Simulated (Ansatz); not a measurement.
# Preparing KTaF6 (P-4c2) as a host crystal

Aim: the runs on the perfect crystal KTaF6 (P-4c2) that a defect calculation needs first.

Program: Ansatz 0.2.0. Level of theory: plane-wave PAW DFT, PBEsol; relaxation of the defect-free supercell from random displacements, a test of the host's stability. Results are calculated unless marked as measured.

## (1) Set-up

The cell holds 64 atoms: 8 K, 8 Ta and 48 F. Cell: a = 12.330 Å, b = 12.330 Å, c = 12.330 Å, α = 129.3°, β = 129.3°, γ = 74.6°.

## (2) Defect free supercell relaxed from displaced atoms

The input displaces the atoms at random before the relaxation, so that it can leave a symmetric saddle if there is one.

Input file pristine.rattled/input.yaml:

```yaml
crystal:
  lattice:
    - [-5.282025178, 5.282025178, 9.809713149]
    - [5.282025178, -5.282025178, 9.809713149]
    - [5.282025178, 5.282025178, -9.809713149]
  atoms:
    - { symbol: K, position: [0.0, 0.0, 0.0] }
    - { symbol: K, position: [0.0, 0.5, 0.5] }
    - { symbol: K, position: [0.5, 0.0, 0.5] }
    - { symbol: K, position: [0.5, 0.5, 0.0] }
    - { symbol: K, position: [0.25, 0.25, 0.0] }
    - { symbol: K, position: [0.25, 0.75, 0.5] }
    - { symbol: K, position: [0.75, 0.25, 0.5] }
    - { symbol: K, position: [0.75, 0.75, 0.0] }
    - { symbol: Ta, position: [0.375, 0.375, 0.5] }
    - { symbol: Ta, position: [0.375, 0.875, 0.0] }
    - { symbol: Ta, position: [0.875, 0.375, 0.0] }
    - { symbol: Ta, position: [0.875, 0.875, 0.5] }
    - { symbol: Ta, position: [0.125, 0.125, 0.5] }
    - { symbol: Ta, position: [0.125, 0.625, 0.0] }
    - { symbol: Ta, position: [0.625, 0.125, 0.0] }
    - { symbol: Ta, position: [0.625, 0.625, 0.5] }
    - { symbol: F, position: [0.2469230477, 0.2469230477, 0.2438460953] }
    - { symbol: F, position: [0.2469230477, 0.7469230477, 0.7438460953] }
    - { symbol: F, position: [0.7469230477, 0.2469230477, 0.7438460953] }
    - { symbol: F, position: [0.7469230477, 0.7469230477, 0.2438460953] }
    - { symbol: F, position: [0.0030769523, 0.0030769523, 0.7561539047] }
    - { symbol: F, position: [0.0030769523, 0.5030769523, 0.2561539047] }
    - { symbol: F, position: [0.5030769523, 0.0030769523, 0.2561539047] }
    - { symbol: F, position: [0.5030769523, 0.5030769523, 0.7561539047] }
    - { symbol: F, position: [0.2530769523, 0.4969230477, 0.0] }
    - { symbol: F, position: [0.2530769523, 0.9969230477, 0.5] }
    - { symbol: F, position: [0.7530769523, 0.4969230477, 0.5] }
    - { symbol: F, position: [0.7530769523, 0.9969230477, 0.0] }
    - { symbol: F, position: [0.4969230477, 0.2530769523, 0.0] }
    - { symbol: F, position: [0.4969230477, 0.7530769523, 0.5] }
    - { symbol: F, position: [0.9969230477, 0.2530769523, 0.5] }
    - { symbol: F, position: [0.9969230477, 0.7530769523, 0.0] }
    - { symbol: F, position: [0.3976083383, 0.2158638341, 0.4999537877] }
    - { symbol: F, position: [0.3976083383, 0.7158638341, 0.9999537877] }
    - { symbol: F, position: [0.8976083383, 0.2158638341, 0.9999537877] }
    - { symbol: F, position: [0.8976083383, 0.7158638341, 0.4999537877] }
    - { symbol: F, position: [0.2159100463, 0.3976545506, 0.5000462123] }
    - { symbol: F, position: [0.2159100463, 0.8976545506, 4.62123e-05] }
    - { symbol: F, position: [0.7159100463, 0.3976545506, 4.62123e-05] }
    - { symbol: F, position: [0.7159100463, 0.8976545506, 0.5000462123] }
    - { symbol: F, position: [0.2841361659, 0.2840899537, 0.6817445043] }
    - { symbol: F, position: [0.2841361659, 0.7840899537, 0.1817445043] }
    - { symbol: F, position: [0.7841361659, 0.2840899537, 0.1817445043] }
    - { symbol: F, position: [0.7841361659, 0.7840899537, 0.6817445043] }
    - { symbol: F, position: [0.4659100463, 0.4658638341, 0.3182554957] }
    - { symbol: F, position: [0.4659100463, 0.9658638341, 0.8182554957] }
    - { symbol: F, position: [0.9659100463, 0.4658638341, 0.8182554957] }
    - { symbol: F, position: [0.9659100463, 0.9658638341, 0.3182554957] }
    - { symbol: F, position: [0.1023454494, 0.1023916617, 0.3182554957] }
    - { symbol: F, position: [0.1023454494, 0.6023916617, 0.8182554957] }
    - { symbol: F, position: [0.6023454494, 0.1023916617, 0.8182554957] }
    - { symbol: F, position: [0.6023454494, 0.6023916617, 0.3182554957] }
    - { symbol: F, position: [0.1476083383, 0.1476545506, 0.6817445043] }
    - { symbol: F, position: [0.1476083383, 0.6476545506, 0.1817445043] }
    - { symbol: F, position: [0.6476083383, 0.1476545506, 0.1817445043] }
    - { symbol: F, position: [0.6476083383, 0.6476545506, 0.6817445043] }
    - { symbol: F, position: [0.3523454494, 0.0340899537, 0.9999537877] }
    - { symbol: F, position: [0.3523454494, 0.5340899537, 0.4999537877] }
    - { symbol: F, position: [0.8523454494, 0.0340899537, 0.4999537877] }
    - { symbol: F, position: [0.8523454494, 0.5340899537, 0.9999537877] }
    - { symbol: F, position: [0.0341361659, 0.3523916617, 4.62123e-05] }
    - { symbol: F, position: [0.0341361659, 0.8523916617, 0.5000462123] }
    - { symbol: F, position: [0.5341361659, 0.3523916617, 0.5000462123] }
    - { symbol: F, position: [0.5341361659, 0.8523916617, 4.62123e-05] }
basis:
  ecutwfc: 420
  xc_grid: 2
hamiltonian:
  xc: pbesol
kpoints:
  mp_grid: { grid: [1, 1, 1], shift: [0.25, 0.25, 0.25] }
scf:
  occupations: { method: fermi_dirac, width: 0.01 }
  max_iter: 80
output:
  forces: true
relax:
  f_tol: 0.01
  max_steps: 120
  random_displacement: { amplitude: 0.08, seed: 7778 }
checkpoint:
  write: "../pristine.rattled.run"
  compress: false
  write_wavefunctions: false
  write_every: 100000
```

On the command line:

```bash
> ansatz run input.yaml --threads 4 --pin off --max-ram 7536MiB --backend cpu --events-out ev --progress --plain --runs-dir out
```

Numbers of over 12 decimals in the logs are rounded to 6 here.

What it wrote:

```text
[... repeated set-up lines and file paths are left out, and long positions are rounded to six places ...]
Engine: ansatz 0.2.0, aarch64-unknown-linux-gnu
Pseudopotentials: kind: paw
Pseudopotential: K, paw, valence charge 9, recommended cutoff 420 eV (normal), K.paw.azcp
Pseudopotential: Ta, paw, valence charge 13, recommended cutoff 420 eV (normal), Ta.paw.azcp
Pseudopotential: F, paw, valence charge 7, recommended cutoff 420 eV (normal), F.paw.azcp
Functional definition: PBEsol
  exchange = pbesol_x
  correlation = pbesol_c
Crystal: 64 atoms, lattice volume = 1094.756 Å³
Basis set: ecut = 420 eV, 21409 PW (Γ), exchange–correlation on 180×180×180 points (8 copies of the dense FFT grid, shifted against one another)
Bands: 320, of which v1, the nominal top of the filled ones, is band 256 counted from 1 (255 counted from 0)
Symmetry: 1 space group operations
k-points: 1
Non-local potential: K, projectors of the file, l = 0: 3, l = 1: 2, l = 2: 2
Non-local potential: Ta, projectors of the file, l = 0: 3, l = 1: 2, l = 2: 2, l = 3: 1
Non-local potential: F, projectors of the file, l = 0: 2, l = 1: 2, l = 2: 1
PAW form: soft (Blöchl's): semilocal exchange-correlation on the pseudo side does not see the compensation charge
PAW frozen core: K, regenerated for the run's functional, and the local potential with it (the file was generated under x = pbe(κ = 0.804, μ = 0.219515), c = pbe(β = 0.066725))
PAW frozen core: Ta, regenerated for the run's functional, and the local potential with it (the file was generated under x = pbe(κ = 0.804, μ = 0.219515), c = pbe(β = 0.066725))
PAW frozen core: F, regenerated for the run's functional, and the local potential with it (the file was generated under x = pbe(κ = 0.804, μ = 0.219515), c = pbe(β = 0.066725))
PAW one-centre angular grid: K, 110 points (default); XC on 64 Gauss nodes
PAW one-centre angular grid: Ta, 590 points (default); XC on 64 Gauss nodes
PAW one-centre angular grid: F, 110 points (default); XC on 64 Gauss nodes
Initial density: superposition of atomic densities (neutral atoms: chi_scale 0, normalization atom), corrected by the library's trained network
Initial wavefunctions: pseudopotential atomic-orbital guess
Functional: x = pbesol(κ = 0.804, μ = 0.123457), c = pbesol(β = 0.046)
SCF iter   1: F=—  HF=-129073.836669 eV  |F-HF|=—  |Δ(HF+E_count)|=         —  Δρ=1.25e-2  dr2=1.23e0  ethr=1.77e-3  ⟨swp⟩=5.0  Hψ=1128  notcnv=0  defer=40
preconditioner: auto → Resta (q_TF=auto, 2.404 Å⁻¹)  ε∞=3.2  [insulator: Δε(μ)=5.346 eV  Ē_g=16.030 eV  σ=0.010 eV  W_gap=1.00  n_scr=262 (ndim 8)  ℏωp=23.8 eV  f_vac=0.252  D(μ)=0.00/eV (n_scr^D=0)  ε∞_Penn≈3.2]
SCF iter   2: F=—  HF=-129073.550486 eV  |F-HF|=—  |Δ(HF+E_count)|=   2.86e-1  Δρ=3.43e-3  dr2=8.58e-2  ethr=2.40e-4  ⟨swp⟩=3.0  Hψ=585  notcnv=0  defer=50
SCF iter   3: F=—  HF=-129073.530179 eV  |F-HF|=—  |Δ(HF+E_count)|=   2.03e-2  Δρ=7.38e-4  dr2=4.52e-3  ethr=1.68e-5  ⟨swp⟩=3.0  Hψ=501  notcnv=0  defer=50
SCF iter   4: F=—  HF=-129073.531234 eV  |F-HF|=—  |Δ(HF+E_count)|=   1.06e-3  Δρ=3.35e-4  dr2=9.55e-4  ethr=8.84e-7  ⟨swp⟩=2.0  Hψ=540  notcnv=0  defer=50
SCF iter   5: F=—  HF=-129073.533233 eV  |F-HF|=—  |Δ(HF+E_count)|=   2.00e-3  Δρ=8.61e-5  dr2=1.05e-4  ethr=1.87e-7  ⟨swp⟩=2.0  Hψ=486  notcnv=0  defer=50
SCF iter   6: F=—  HF=-129073.533259 eV  |F-HF|=—  |Δ(HF+E_count)|=   2.57e-5  Δρ=4.57e-5  dr2=2.07e-5  ethr=2.04e-8  ⟨swp⟩=2.0  Hψ=504  notcnv=0  defer=50
SCF iter   7: F=—  HF=-129073.533255 eV  |F-HF|=—  |Δ(HF+E_count)|=   4.70e-6  Δρ=1.81e-5  dr2=3.77e-6  ethr=4.04e-9  ⟨swp⟩=2.0  Hψ=493  notcnv=0  defer=50
SCF iter   8: F=-129073.533253 eV  HF=-129073.533255 eV  |F-HF|=1.73e-6  |Δ(HF+E_count)|=   6.26e-7  Δρ=1.74e-5  dr2=2.30e-6  ethr=4.88e-10  ⟨swp⟩=4.0  Hψ=877  notcnv=0
SCF 1 converged in 8 iterations: F = -129073.533253 eV  dr2 = 2.30e-6
  greatest PAW one-centre occupation: 1.000 electrons in one spin orbital (limit 2), on the Ta atom at site 15 (counted from 0), in its partial waves of l = 0
relax step   1: F+E_penalty+E_count = -129073.53325342 eV  Δ(F+E_penalty+E_count) = +0.000e0 eV  max|allowed force component| = 4.378e0 eV/Å  Δτ_max = 0.0000 Å  (8 SCF iters, dr2 threshold 2.50e-6 eV, accepted)
[...]
relax step   2: F+E_penalty+E_count = -129076.04156863 eV  Δ(F+E_penalty+E_count) = -2.508e0 eV  max|allowed force component| = 1.447e0 eV/Å  Δτ_max = 0.1929 Å  (7 SCF iters, dr2 threshold 1.00e-4 eV, accepted)
relax step   3: F+E_penalty+E_count = -129076.37530062 eV  Δ(F+E_penalty+E_count) = -3.337e-1 eV  max|allowed force component| = 5.792e-2 eV/Å  Δτ_max = 0.1807 Å  (7 SCF iters, dr2 threshold 1.00e-4 eV, accepted)
relax step   4: F+E_penalty+E_count = -129076.37530644 eV  Δ(F+E_penalty+E_count) = -5.820e-6 eV  max|allowed force component| = 5.814e-2 eV/Å  Δτ_max = 0.0000 Å  (4 SCF iters, accepted)
relax step   5: F+E_penalty+E_count = -129076.38003780 eV  Δ(F+E_penalty+E_count) = -4.731e-3 eV  max|allowed force component| = 4.409e-3 eV/Å  Δτ_max = 0.0344 Å  (8 SCF iters, dr2 threshold 2.11e-7 eV, accepted)
relax step   6: F+E_penalty+E_count = -129076.38003780 eV  Δ(F+E_penalty+E_count) = -2.648e-9 eV  max|allowed force component| = 4.402e-3 eV/Å  Δτ_max = 0.0000 Å  (2 SCF iters, accepted)
[...]
relax step  16: F+E_penalty+E_count = -129076.41081469 eV  Δ(F+E_penalty+E_count) = -1.746e-10 eV  max|allowed force component| = 3.873e-3 eV/Å  Δτ_max = 0.0000 Å  (2 SCF iters, accepted)
SCF converged after 2 iterations
Free energy (F): -129076.410815 eV
Harris-Foulkes:  -129076.410815 eV  (|F-HF|=2.68e-9)
Internal energy: -129076.410815 eV  (E = F + TS)
E sigma→0 (E₀):  -129076.410815 eV
Fermi energy:    2.918673 eV
--- Per-component energies (eV) ---
  E_band       = -5853.692122
  E_kinetic    = 14787.116762
  E_local      = -49895.176227  (includes V_loc(G=0)·N_el)
  E_nonlocal   = 3779.295941
  E_hartree    = 18775.705568
  E_xc         = -6549.303289
  E_vxc        = -7767.017368  (∫ρ·V_xc dr)
  E_paw        = -81566.224110  (= ΣΔE_a)
  E_vpaw       = -4309.420246  (= ΣTr[D̂ρ^β])
  E_aug_tail   = 0.097638  (compensation charges beyond the density's cutoff)
  E_ewald      = -28412.532598
  E_core_change = 4.609500  (= ΣΔE_core)
  E_smearing   = -0.000000  (= −TS)
  E_closure    = 0.000000  (closes the sum)
  Σ components = -129076.410815   (vs F -129076.410815, Δ=0.00e0)
--- Forces (eV/Å), atoms counted from 1 ---
  atom   1  K      0.00101194     0.00010993     0.00052312
  atom   2  K     -0.00043867    -0.00035419    -0.00018015
  atom   3  K     -0.00120117    -0.00042467    -0.00014879
  atom   4  K      0.00066262    -0.00053954     0.00057332
  atom   5  K     -0.00072053    -0.00007387     0.00004243
  atom   6  K      0.00087252    -0.00033268    -0.00041556
  atom   7  K      0.00081624    -0.00047543    -0.00017816
  atom   8  K     -0.00143367    -0.00038922    -0.00000250
  atom   9  Ta     0.00001784     0.00037107    -0.00012903
  atom  10  Ta     0.00030152    -0.00009804    -0.00003255
  atom  11  Ta     0.00060704    -0.00039161     0.00048738
  atom  12  Ta    -0.00077764    -0.00018598     0.00009118
  atom  13  Ta    -0.00041295     0.00018009     0.00065746
  atom  14  Ta     0.00072141     0.00017746    -0.00007859
  atom  15  Ta    -0.00022504    -0.00020729    -0.00001507
  atom  16  Ta     0.00030072    -0.00023060    -0.00020545
  atom  17  F      0.00017253     0.00066097     0.00006499
  atom  18  F      0.00038769     0.00018349     0.00006907
  atom  19  F      0.00056289     0.00009110     0.00098542
  atom  20  F      0.00090733     0.00070629    -0.00106257
  atom  21  F     -0.00007702    -0.00020819     0.00078940
  atom  22  F     -0.00044687    -0.00009281     0.00007848
  atom  23  F     -0.00056230     0.00046550     0.00045764
  atom  24  F     -0.00008882    -0.00004355    -0.00088379
[...]
atom  57  F     -0.00038484     0.00043683     0.00043148
  atom  58  F      0.00062512    -0.00014013    -0.00076302
  atom  59  F     -0.00052446    -0.00090964    -0.00055101
  atom  60  F     -0.00040648     0.00115276     0.00071253
  atom  61  F     -0.00044967     0.00104528    -0.00054589
  atom  62  F      0.00049268    -0.00128288     0.00026773
  atom  63  F      0.00085192    -0.00001032     0.00045979
  atom  64  F     -0.00028467     0.00029848    -0.00033920
  max |Σ_I F_I| component: 3.13e-5 eV/Å
--- Relaxed structure (16 steps of the walk, 14 accepted, 0 SCFs on fresh bases) ---
  F+E_penalty+E_count = -129076.41081469 eV   max|allowed force component| = 3.873e-3 eV/Å
  atoms:
    - { symbol: K, position: [-0.000854, 0.001511, 0.001556] }
    - { symbol: K, position: [-0.000487, 0.497278, 0.496924] }
    - { symbol: K, position: [0.499039, -0.002706, 0.497014] }
    - { symbol: K, position: [0.499293, 0.501912, 0.001905] }
    - { symbol: K, position: [0.249182, 0.247155, -0.003211] }
    - { symbol: K, position: [0.249924, 0.752311, 0.501799] }
    - { symbol: K, position: [0.749420, 0.252187, 0.501875] }
    - { symbol: K, position: [0.749479, 0.747725, -0.003015] }
    - { symbol: Ta, position: [0.374131, 0.374484, 0.498696] }
    - { symbol: Ta, position: [0.374203, 0.874430, -0.000986] }
    - { symbol: Ta, position: [0.874074, 0.374496, -0.000968] }
    - { symbol: Ta, position: [0.874305, 0.874605, 0.499190] }
    - { symbol: Ta, position: [0.124745, 0.124635, 0.499515] }
    - { symbol: Ta, position: [0.124070, 0.624897, -0.000912] }
    - { symbol: Ta, position: [0.624640, 0.124652, -0.000310] }
    - { symbol: Ta, position: [0.623751, 0.624715, 0.499025] }
    - { symbol: F, position: [0.232378, 0.232718, 0.245685] }
    - { symbol: F, position: [0.263006, 0.762746, 0.745947] }
    - { symbol: F, position: [0.762391, 0.262475, 0.745814] }
    - { symbol: F, position: [0.733214, 0.733178, 0.245941] }
    - { symbol: F, position: [0.015430, 0.016039, 0.752426] }
    - { symbol: F, position: [-0.014357, 0.486420, 0.252180] }
    - { symbol: F, position: [0.485341, -0.013956, 0.252035] }
    - { symbol: F, position: [0.515907, 0.516283, 0.751619] }
    - { symbol: F, position: [0.263750, 0.510754, -0.001536] }
    - { symbol: F, position: [0.238341, 0.984355, 0.499041] }
    - { symbol: F, position: [0.737174, 0.484339, 0.498285] }
    - { symbol: F, position: [0.764246, 1.010287, -0.000732] }
    - { symbol: F, position: [0.485040, 0.238961, 0.000150] }
    - { symbol: F, position: [0.510128, 0.765043, 0.499887] }
    - { symbol: F, position: [1.011307, 0.264973, 0.500003] }
    - { symbol: F, position: [0.984457, 0.739221, -0.000310] }
    - { symbol: F, position: [0.417747, 0.229805, 0.526834] }
    - { symbol: F, position: [0.377207, 0.702192, 0.969619] }
    - { symbol: F, position: [0.877569, 0.202517, 0.970275] }
    - { symbol: F, position: [0.917169, 0.729472, 0.526486] }
    - { symbol: F, position: [0.231679, 0.407007, 0.528714] }
    - { symbol: F, position: [0.201321, 0.889746, -0.029285] }
    - { symbol: F, position: [0.701480, 0.389929, -0.028608] }
    - { symbol: F, position: [0.730957, 0.906617, 0.527699] }
[...]
- { symbol: F, position: [0.371216, 0.046635, 1.028364] }
    - { symbol: F, position: [0.330356, 0.519086, 0.470402] }
    - { symbol: F, position: [0.831410, 0.019786, 0.471958] }
    - { symbol: F, position: [0.870650, 0.546465, 1.027785] }
    - { symbol: F, position: [0.046585, 0.359090, 0.026531] }
    - { symbol: F, position: [0.017682, 0.842600, 0.470722] }
    - { symbol: F, position: [0.516541, 0.341827, 0.468574] }
    - { symbol: F, position: [0.547060, 0.859141, 0.027262] }
```

Run time: 6.7 min. Hardware: 4 threads of Arm Neoverse N1, shared host; peak memory 2.2 GiB; 26 min of CPU time.

Step by step:

```
step  energy less that of the first step (eV)  largest force component (eV/Å)
   1                                   0.0000                          4.3778
   2                                  -2.5083                          1.4468
   3                                  -2.8420                          0.0579
   4                                  -2.8421                          0.0581
   5                                  -2.8468                          0.0044
   6                                  -2.8468                          0.0044
   7                                  -2.8478                          0.0089
   8                                  -2.8488                          0.0205
   9                                  -2.8269                          0.2708
  10                                  -2.8487                          0.0953
  11                                  -2.8510                          0.0097
  12                                  -2.8618                          0.0323
  13                                  -2.8658                          0.1108
  14                                  -2.8745                          0.0346
  15                                  -2.8776                          0.0039
  16                                  -2.8776                          0.0039
```

Relaxation steps 9, 10 were tried and not accepted.

The atoms that moved most (Å, from the sites as typed, ahead of the random displacement, the mean shift of all atoms taken out):

```
atom      dx      dy      dz  length
 F24  -0.020  -0.020   0.303   0.304
 F23  -0.016  -0.019  -0.298   0.299
 F17   0.014   0.014  -0.297   0.298
 F18   0.012   0.019   0.295   0.296
 F22  -0.014  -0.019  -0.292   0.293
 F19   0.013   0.016   0.288   0.289
 F21  -0.014  -0.017   0.288   0.289
 F20   0.013   0.018  -0.287   0.288
```

The relaxation ends 45 meV an atom lower than the displaced start, with a largest force component of 0.0039 eV/Å.

## (3) Outcome

- symmetric supercell less the displaced and relaxed one: 0.032 eV

**Reading.** The energy fell by 2.878 eV from the randomly displaced start; against the sites as typed, F24 ends farthest off, by 0.30 Å, once the mean shift is taken out. The displaced cell ends 0.032 eV lower and has lost symmetry (within 0.06 Å): a slightly distorted structure lies below the symmetric one at these k-points. All at zero temperature.

[Logs are printed without paths, hosts, clocks, repeated set-up lines and the standing remarks that a program may print on its own settings, such as how far it seeks lower states.]

[Hosts, paths, dates, database ids (printed as entryN), source tags and the programs' standing remarks are cut or masked in the printed files.]

[Runs of the host that timed out are not shown.]

[For some hosts the program warned that the k-mesh of the response run may be too coarse for force constants and the static dielectric constant; such warnings are not always shown.]
